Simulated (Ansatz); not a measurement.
# Lattice dynamics of (YN)3(CdO)1 [001] superlattice, started as rocksalt type

Aim: the vibrations of (YN)3(CdO)1 [001] superlattice, started as rocksalt type, their spectra, and whether the structure is stable.

Method: DFT LDA, scalar-relativistic, plane waves, PAW, in Ansatz 0.2.0.

This is a report of a sequence of runs, with most program output left out.

The structure was built from a prototype and need not be the compound's stable phase.

### Step 1. Starting point

The structure is tetragonal, space group P4/mmm (No. 123). The conventional cell has a = 3.422 Å, b = 3.422 Å, c = 9.680 Å, α = 90.00°, β = 90.00°, γ = 90.00°. Cd has 4 O at 2.42 Å and 2 N at 2.42 Å nearest. Nearest to N lie 5 Y at 2.42 Å and 1 Cd at 2.42 Å. Nearest to N lie 6 Y at 2.42 Å. Nearest to O lie 4 Cd at 2.42 Å and 2 Y at 2.42 Å. Nearest to Y lie 1 O at 2.42 Å and 5 N at 2.42 Å. Nearest to Y lie 6 N at 2.42 Å. Farther neighbours and most contacts between anions are not listed.

Structure file:

```xyz
8
Lattice="2.4200 2.4200 0.0000 -2.4200 2.4200 0.0000 0.0000 0.0000 9.6800" Properties=species:S:1:pos:R:3 pbc="T T T"
Cd    0.0000    2.4200    7.2600
N     0.0000    2.4200    0.0000
N     0.0000    0.0000    2.4200
N     0.0000    2.4200    4.8400
O     0.0000    0.0000    7.2600
Y     0.0000    0.0000    0.0000
Y     0.0000    2.4200    2.4200
Y     0.0000    0.0000    4.8400
```

### Step 2. Rough relaxation

The start is far from rest, so a relaxation with loose tolerances brings it close first.

The input, input.yaml:

```yaml
crystal:
  lattice:
    - [2.42, 2.42, 0.0]
    - [-2.42, 2.42, 0.0]
    - [0.0, 0.0, 9.68]
  atoms:
    - { symbol: Cd, position: [0.5, 0.5, 0.75] }
    - { symbol: "N", position: [0.5, 0.5, 0.0] }
    - { symbol: "N", position: [0.0, 0.0, 0.25] }
    - { symbol: "N", position: [0.5, 0.5, 0.5] }
    - { symbol: O, position: [0.0, 0.0, 0.75] }
    - { symbol: "Y", position: [0.0, 0.0, 0.0] }
    - { symbol: "Y", position: [0.5, 0.5, 0.25] }
    - { symbol: "Y", position: [0.0, 0.0, 0.5] }
kpoints:
  mp_grid: { grid: [6, 6, 2] }
hamiltonian:
  xc: lda
scf:
  occupations: { method: gaussian, width: 0.1 }
output:
  forces: true
  stress: true
  eigenvalues: true
relax:
  adjacent_minimum: "off"
  f_tol: 0.05
  max_steps: 80
  cell: { stress_tol: 0.5 }
```

Launch:

```
$ ansatz run input.yaml --threads 8 --pin off --max-ram 14336MiB --backend cpu --events-out ev --progress --plain --runs-dir out
```

It took 7.9 s on 8 threads of AMD EPYC 7R43, shared host; peak memory 0.64 GiB.

The steps of the relaxation:

```csv
step,energy less that of the first step (eV),largest force component (eV/Å),pressure (GPa),volume (Å³)
1,0.0000,1.2762,-6.33,113.38
2,0.0199,1.9366,8.25,104.74
3,-0.2510,0.4261,-1.36,109.75
4,-0.2875,0.0893,2.12,107.81
5,-0.2935,0.0143,0.16,108.93
6*,-0.2843,0.0140,0.03,108.93
```

Relaxation steps marked * repeat the geometry before them on a plane-wave basis chosen anew for their cell, so energy and pressure can jump there. Relaxation step 2 was tried and not accepted.

Forces are held to the 16 operations that the run works with; a distortion that breaks them can't arise in this run.

```csv
"conventional cell, symmetrised",before,after,change
a (Å),3.422,3.419,-0.1 %
b (Å),3.422,3.419,-0.1 %
c (Å),9.680,9.318,-3.7 %
volume (Å³/atom),14.17,13.62,-3.9 %
```

The atoms that moved most (Å, as changes of fractional coordinates times the final cell):

```csv
atom,dx,dy,dz,length
Y8,0.000,0.000,0.090,0.090
Y6,0.000,0.000,-0.090,0.090
N4,0.000,0.000,0.023,0.023
N2,0.000,0.000,-0.023,0.023
```

Final coordinates:

```xyz
8
Lattice="2.4176 2.4176 0.0000 -2.4176 2.4176 0.0000 0.0000 0.0000 9.3184" Properties=species:S:1:pos:R:3 pbc="T T T"
Cd    0.0000    2.4176    6.9888
N     0.0000    2.4176   -0.0228
N     0.0000    0.0000    2.3296
N     0.0000    2.4176    4.6820
O     0.0000    0.0000    6.9888
Y     0.0000    0.0000   -0.0902
Y     0.0000    2.4176    2.3296
Y     0.0000    0.0000    4.7495
```

A gap read on the k-mesh alone can miss the band edges.

This step gave:

| Property | Result |
| --- | --- |
| pressure | 0.03159 GPa |
| volume per atom | 13.62 Å³ |
| gap on the k-mesh | 0.3790 eV |
| direct gap on mesh | 0.3790 eV |

In this step the volume went from 14.17 to 13.62 Å³/atom.

### Step 3. Relaxation

Harmonic phonons are second derivatives at a point where the forces vanish, and they are wanted at zero stress, so atoms and cell are relaxed first.

The input, input.yaml:

```yaml
crystal:
  lattice:
    - [2.417582288, 2.417582288, 0.0]
    - [-2.417582288, 2.417582288, 0.0]
    - [0.0, 0.0, 9.3184471992]
  atoms:
    - { symbol: Cd, position: [0.5, 0.5, 0.75] }
    - { symbol: "N", position: [0.5, 0.5, -0.0024488075] }
    - { symbol: "N", position: [0.0, 0.0, 0.25] }
    - { symbol: "N", position: [0.5, 0.5, 0.5024488075] }
    - { symbol: O, position: [0.0, 0.0, 0.75] }
    - { symbol: "Y", position: [0.0, 0.0, -0.0096828591] }
    - { symbol: "Y", position: [0.5, 0.5, 0.25] }
    - { symbol: "Y", position: [0.0, 0.0, 0.5096828591] }
kpoints:
  mp_grid: { grid: [10, 10, 4] }
hamiltonian:
  xc: lda
scf:
  occupations: { method: gaussian, width: 0.02 }
output:
  forces: true
  stress: true
  eigenvalues: true
  write_density: true
  write_potential: true
  elf: true
  volumetric_format: npy
relax:
  adjacent_minimum: "off"
  f_tol: 0.005
  max_steps: 80
  cell: { stress_tol: 0.05 }
```

The job ended after 12 s (8 threads; peak memory 0.74 GiB; 86 s of CPU time).

Little changed from the start: no atom moved by 0.005 Å and no cell edge by 0.1 %.

This step gave:

| Property | Result |
| --- | --- |
| pressure | -0.005860 GPa |
| gap on the k-mesh | 0.3883 eV |
| direct gap on mesh | 0.3883 eV |

Valence density in the ac plane at fractional y = 0.500, with atoms of Cd and N and Y within 0.2 Å of it. It is the smooth field of the valence electrons, not physical close to the nuclei.

Ten steps, logarithmic in the rise over the least value, from '0' (0 e/Å³) to '9' (23 e/Å³), each cell a mean:
```
00123455543100
00012333321100
00001122211000
00001334321000
00024678763100
00135899975210
00125789874200
00013466542100
00001222211000
00001222221000
00012445432100
00123555543110
00113455542100
00012233321100
00001122110000
00001233321000
00013455543100
00124565654200
00024555553200
00012344432100
00001122210000
00001222211000
00012344432100
00123555543110
```
Columns run along a (3.4 Å), rows up along c (9.3 Å). Atoms in or near the plane, at fractional coordinates: Cd at (0.50, 0.75), N at (0.50, 0.00), N at (0.50, 0.50), Y at (0.50, 0.25).

Electrostatic potential energy in the ac plane at fractional y = 0.500, with atoms of Cd and N and Y within 0.2 Å of it. With pseudopotentials it is smooth inside the atoms' cores, unlike the true potential.

Values in eV, 24 rows by 14 columns, each cell a mean:
```
 14  14  15  14   6 -17 -37 -43 -34 -12  10  15  15  14
 14  14  15  15  14   9   1  -3   2  10  15  15  15  14
 15  15  15  15  14  13  12  11  12  13  14  15  15  15
 15  15  14  12   7   2  -2  -3  -2   3   9  13  14  15
 15  14  12   5  -5 -10 -13 -14 -13 -10  -3   8  13  15
 15  14  11   0 -10 -14 -21 -25 -19 -13  -8   3  11  14
 15  14  11   2  -8 -13 -17 -19 -16 -12  -6   5  12  14
 15  15  13   9   1  -5  -9 -10  -8  -4   3  11  14  15
 15  15  15  14  12   9   7   6   7  10  13  14  15  15
 14  15  15  15  15  13  10   8  11  13  15  15  15  15
 14  14  15  15  11  -3 -20 -26 -17   0  13  15  15  14
 14  14  15  14   3 -24 -43 -46 -41 -18   8  15  15  14
 14  15  15  15   8 -13 -32 -39 -29  -8  11  15  15  14
 15  15  15  15  14  10   3  -1   4  11  15  15  15  15
 15  15  15  14  13  11  10   9  10  11  13  14  15  15
 15  14  13  10   4  -3  -9 -12  -8  -2   6  11  13  14
 14  13  10   2 -14 -28 -37 -39 -36 -26  -9   5  11  13
 14  12   8  -5 -26 -40 -46 -46 -45 -38 -21   0   9  13
 14  13   9  -2 -22 -37 -43 -45 -43 -34 -17   2  10  13
 15  14  11   6  -4 -16 -25 -28 -23 -14  -1   8  12  14
 15  15  14  12  10   7   4   2   4   7  10  13  14  15
 15  15  15  15  14  13  11  10  11  13  15  15  15  15
 14  15  15  15  12   1 -14 -21 -12   4  14  15  15  15
 14  14  15  14   3 -24 -43 -46 -41 -18   8  15  15  14
```
Columns run along a (3.4 Å; values clipped at the 3rd and 97th percentile), rows up along c (9.3 Å). Atoms in or near the plane, at fractional coordinates: Cd at (0.50, 0.75), N at (0.50, 0.00), N at (0.50, 0.50), Y at (0.50, 0.25).

ELF in the ac plane at fractional y = 0.500, with atoms of Cd and N and Y within 0.2 Å of it. It is the smooth field of the valence electrons, not physical close to the nuclei.

Ten even steps from '0' (0.06) to '9' (0.87), each cell a mean:
```
01479853689741
00357888887520
00122333332210
00011222211100
00013466543100
00024699864200
00024578753100
00012344432100
00011111111100
00245666665310
01378876788630
01589831489741
01589864799741
01367888887521
00012222222100
00002466541000
00037999996200
00059965798400
00049987898300
00015789874000
00000123210000
00235555554310
01479988898631
01589831489741
```
Columns run along a (3.4 Å), rows up along c (9.3 Å). Atoms in or near the plane, at fractional coordinates: Cd at (0.50, 0.75), N at (0.50, 0.00), N at (0.50, 0.50), Y at (0.50, 0.25).

In this step the volume went from 13.62 to 13.62 Å³/atom.

### Step 4. Relaxing to small forces for the phonons

Phonons need a cell at rest on their own settings, so the relaxation is repeated with tight tolerances on forces and stress on the k mesh and occupations of the first response run.

The input, input.yaml:

```yaml
crystal:
  lattice:
    - [2.4186541867, 2.4186541867, 0.0]
    - [-2.4186541867, 2.4186541867, 0.0]
    - [0.0, 0.0, 9.3109902219]
  atoms:
    - { symbol: Cd, position: [0.5, 0.5, 0.75] }
    - { symbol: "N", position: [0.5, 0.5, -0.0024928658] }
    - { symbol: "N", position: [0.0, 0.0, 0.25] }
    - { symbol: "N", position: [0.5, 0.5, 0.5024928658] }
    - { symbol: O, position: [0.0, 0.0, 0.75] }
    - { symbol: "Y", position: [0.0, 0.0, -0.0096078818] }
    - { symbol: "Y", position: [0.5, 0.5, 0.25] }
    - { symbol: "Y", position: [0.0, 0.0, 0.5096078818] }
kpoints:
  mp_grid: { grid: [12, 12, 4] }
hamiltonian:
  xc: lda
scf:
  occupations: { method: fixed }
output:
  forces: true
  stress: true
  eigenvalues: true
  write_density: true
  write_potential: true
  elf: true
  volumetric_format: npy
relax:
  adjacent_minimum: "off"
  f_tol: 0.001
  max_steps: 60
  cell: { stress_tol: 0.01 }
```

Run time: 17 s. Hardware: 8 threads; peak memory 0.81 GiB.

Little changed from the start: no atom moved by 0.005 Å and no cell edge by 0.1 %.

This step gave:

```yaml
pressure: -0.001425 GPa
gap_on_the_k_mesh: 0.3890 eV
direct_gap_on_mesh: 0.3890 eV
```

Valence density in the ac plane at fractional y = 0.000, with atoms of N and O and Y within 0.2 Å of it. It is the smooth field of the valence electrons, not physical close to the nuclei.

Ten even steps from '_' (0.1 e/Å³) to '@' (7.1 e/Å³), each cell a mean:
```
==++==..______________::==++
----::________________..::--
..__________________________
..__________________________
==--..__________________::--
@@##--..______________..==%%
##++::________________..--**
::..____________________....
____________________________
::....__________________....
====--..______________..--==
==++==::______________::==++
====--..______________..--==
::....__________________....
____________________________
____________________________
--::..__________________..::
====::..______________..--==
==--::________________..::==
....____________________....
____________________________
..__________________________
----::________________..::--
==++==..______________::==++
```
Columns run along a (3.4 Å), rows up along c (9.3 Å). Atoms in or near the plane, at fractional coordinates: N at (0.00, 0.25), O at (0.00, 0.75), Y at (0.00, 0.99), Y at (0.00, 0.51).

ELF in the ac plane at fractional y = 0.000, with atoms of N and O and Y within 0.2 Å of it. It is the smooth field of the valence electrons, not physical close to the nuclei.

Ten even steps from '_' (0.04) to '@' (0.84), each cell a mean:
```
**%%@@@@==________..++@@@@##
@@@@@@**..__________::##@@@@
==--::________________..::--
**++==--..__________..--==++
@@@@@@##==..______..==%%@@@@
==##@@%%++..______::**@@%%**
##%%@@%%==..______::++%%@@%%
%%%%##++::________..--**##%%
--::....______________..::::
%%##**--____________..--**##
%%@@@@%%--__________==%%@@@@
++##@@@@==________..**@@@@##
%%@@@@%%--__________==%%@@@@
%%%%**--____________..==**%%
::::....______________..::::
####****==::..__..::==**####
%%%%@@@@##--..__..==##@@@@%%
..++%%@@##==..__::++%%@@%%==
==##@@@@##==..__..++%%@@@@**
@@@@@@%%**--..__..--**%%@@@@
==------::..______..::----==
++==::..______________..--==
@@@@@@**..__________::##@@@@
**%%@@@@==________..++@@@@##
```
Columns run along a (3.4 Å), rows up along c (9.3 Å). Atoms in or near the plane, at fractional coordinates: N at (0.00, 0.25), O at (0.00, 0.75), Y at (0.00, 0.99), Y at (0.00, 0.51).

Electrostatic potential energy in the ac plane at fractional y = 0.000, with atoms of N and O and Y within 0.2 Å of it. With pseudopotentials it is smooth inside the atoms' cores, unlike the true potential.

Values in eV, 24 rows by 14 columns, each cell a mean:
```
-46 -45 -37 -20   0   9  12  13  12   8  -4 -25 -39 -45
-34 -30 -20  -5   6  11  13  14  13  10   4  -9 -22 -32
 -3  -1   4   8  12  13  14  15  14  13  11   7   3  -1
  9  10  12  14  15  15  15  15  15  15  14  13  12  10
-19 -13   2  14  15  16  15  15  15  16  15  12  -1 -15
-43 -33 -16   9  16  16  15  15  15  16  15   4 -20 -36
-33 -25  -9  12  15  16  15  15  15  16  15   8 -13 -27
 -2   3  11  14  15  15  15  15  15  15  15  14   9   2
  6   7   9  12  13  14  15  15  15  14  13  11   9   7
-20 -16  -8   3   9  12  14  14  14  12   8   0  -9 -17
-43 -40 -31 -13   3  10  13  14  12   9   0 -18 -33 -41
-46 -45 -39 -21  -1   9  12  14  12   8  -5 -27 -41 -46
-43 -40 -31 -14   3  10  13  14  13   9   0 -18 -33 -41
-20 -17  -8   2   9  12  14  15  14  12   8   0 -10 -18
  6   7  10  12  13  14  15  15  15  14  13  11   9   7
 10  11  14  15  15  15  15  15  15  15  15  15  13  11
-22 -14   2  14  16  15  15  14  15  15  15  12  -1 -17
-46 -41 -18   8  15  15  14  14  14  15  14   3 -23 -43
-40 -31 -10  11  15  15  15  14  15  15  15   7 -14 -34
 -1   4  11  15  16  15  15  15  15  16  16  15  10   2
 11  12  13  14  15  15  15  15  15  15  15  14  13  12
 -4  -2   3   8  12  14  15  15  14  13  11   7   2  -3
-35 -31 -21  -6   6  11  14  14  13  11   4  -9 -24 -33
-46 -45 -38 -20   0   9  13  14  12   8  -4 -25 -40 -46
```
Columns run along a (3.4 Å; values clipped at the 3rd and 97th percentile), rows up along c (9.3 Å). Atoms in or near the plane, at fractional coordinates: N at (0.00, 0.25), O at (0.00, 0.75), Y at (0.00, 0.99), Y at (0.00, 0.51).

The largest force component left is 0.17 meV/Å and the pressure is -0.001 GPa, within the tolerances set. The cell now holds 13.62 Å³/atom.

### Step 5. Zone-centre response

The zone centre is the only wavevector solved here; it holds the modes that light can see, as far as symmetry allows. The response to a homogeneous field gives the Born charges and the dielectric tensor.

The input, input.yaml:

```yaml
crystal:
  lattice:
    - [2.4186842855, 2.4186842855, 0.0]
    - [-2.4186842855, 2.4186842855, 0.0]
    - [0.0, 0.0, 9.3104306461]
  atoms:
    - { symbol: Cd, position: [0.5, 0.5, 0.75] }
    - { symbol: "N", position: [0.5, 0.5, -0.0025317798] }
    - { symbol: "N", position: [0.0, 0.0, 0.25] }
    - { symbol: "N", position: [0.5, 0.5, 0.5025317798] }
    - { symbol: O, position: [0.0, 0.0, 0.75] }
    - { symbol: "Y", position: [0.0, 0.0, -0.0096352646] }
    - { symbol: "Y", position: [0.5, 0.5, 0.25] }
    - { symbol: "Y", position: [0.0, 0.0, 0.5096352646] }
kpoints:
  mp_grid: { grid: [12, 12, 4] }
hamiltonian:
  xc: lda
scf:
  occupations: { method: fixed }
output:
  eigenvalues: true
phonons:
  method: dfpt
  dielectric: true
  rigid_motions: translations
```

Elapsed: 3.7 min, on 8 threads; peak memory 3.4 GiB; 26 min of CPU time.

This step gave:

* sum-rule residual before enforcement: 2.36e-4 eV/Å²
* miss of the charge sum rule: 0.01730 e
* estimated error of the dielectric tensor: 0.06650
* estimated error of the Born charges: 0.06171 e
* point group: 4/mmm
* highest optical mode at the zone centre (no LO-TO term): 573.9 cm⁻¹
* lowest optical zone-centre mode: 92.94 cm⁻¹
* mean high-frequency dielectric constant: 8.960
* largest Born charge (third of the trace): 4.206 e
* mean static dielectric constant: 50.60
* top of the zone-centre spectrum with the field: 601.7 cm⁻¹

Without the LO-TO term. Patterns of degenerate modes are one choice out of their space. The modes at Γ (shares of kinetic energy by element, %):

```csv
mode,frequency (cm⁻¹),symmetry,Cd %,N %,O %,Y %
1,0.0,acoustic,26,10,4,61
2,0.0,acoustic,26,10,4,61
3,0.0,acoustic,26,10,4,61
4,92.9,Eu,67,1,2,31
5,92.9,Eu,67,1,2,31
6,111.1,Eg,0,2,0,98
7,111.1,Eg,0,2,0,98
8,151.1,Eu,2,1,0,98
9,151.1,Eu,2,1,0,98
10,170.3,A2u,72,4,0,24
11,185.4,Eu,6,31,57,6
12,185.4,Eu,6,31,57,6
13,212.3,A1g,0,6,0,94
14,222.8,A2u,1,6,0,92
15,260.5,Eu,0,88,9,3
16,260.5,Eu,0,88,9,3
17,280.6,Eg,0,98,0,2
18,280.6,Eg,0,98,0,2
19,301.7,Eu,0,70,29,1
20,301.7,Eu,0,70,29,1
21,330.8,A2u,0,57,25,18
22,484.1,A2u,1,92,7,1
23,556.1,A1g,0,94,0,6
24,573.9,A2u,0,32,64,4
```

Displacements in mode 5 (92.9 cm⁻¹), the largest set to 1:
```
Cd1  1.00 -0.06  0.00
N2  -0.09  0.01  0.00
N3  -0.23  0.01  0.00
N4  -0.09  0.01  0.00
O5   0.40 -0.03  0.00
Y6  -0.34  0.02  0.00
Y7  -0.59  0.04  0.00
Y8  -0.34  0.02  0.00
```

Displacements in mode 24 (573.9 cm⁻¹), the largest set to 1:
```
Cd1  0.00  0.00 -0.02
N2   0.00  0.00 -0.16
N3   0.00  0.00 -0.72
N4   0.00  0.00 -0.16
O5   0.00  0.00  1.00
Y6   0.00  0.00 -0.04
Y7   0.00  0.00  0.09
Y8   0.00  0.00 -0.04
```

High-frequency dielectric tensor, which the program warns is not settled by the k meshes in reach. Tensor:

```csv
,x,y,z
x,9.43,0,0
y,0,9.43,0
z,0,0,8.021
```

[end of part 1 of 2]

[Logs are printed without paths, hosts, clocks, repeated set-up lines and the standing remarks that a program may print on its own settings, such as how far it seeks lower states.]

[Hosts, paths, dates, database ids (printed as entryN), source tags and the programs' standing remarks are cut or masked in the printed files.]
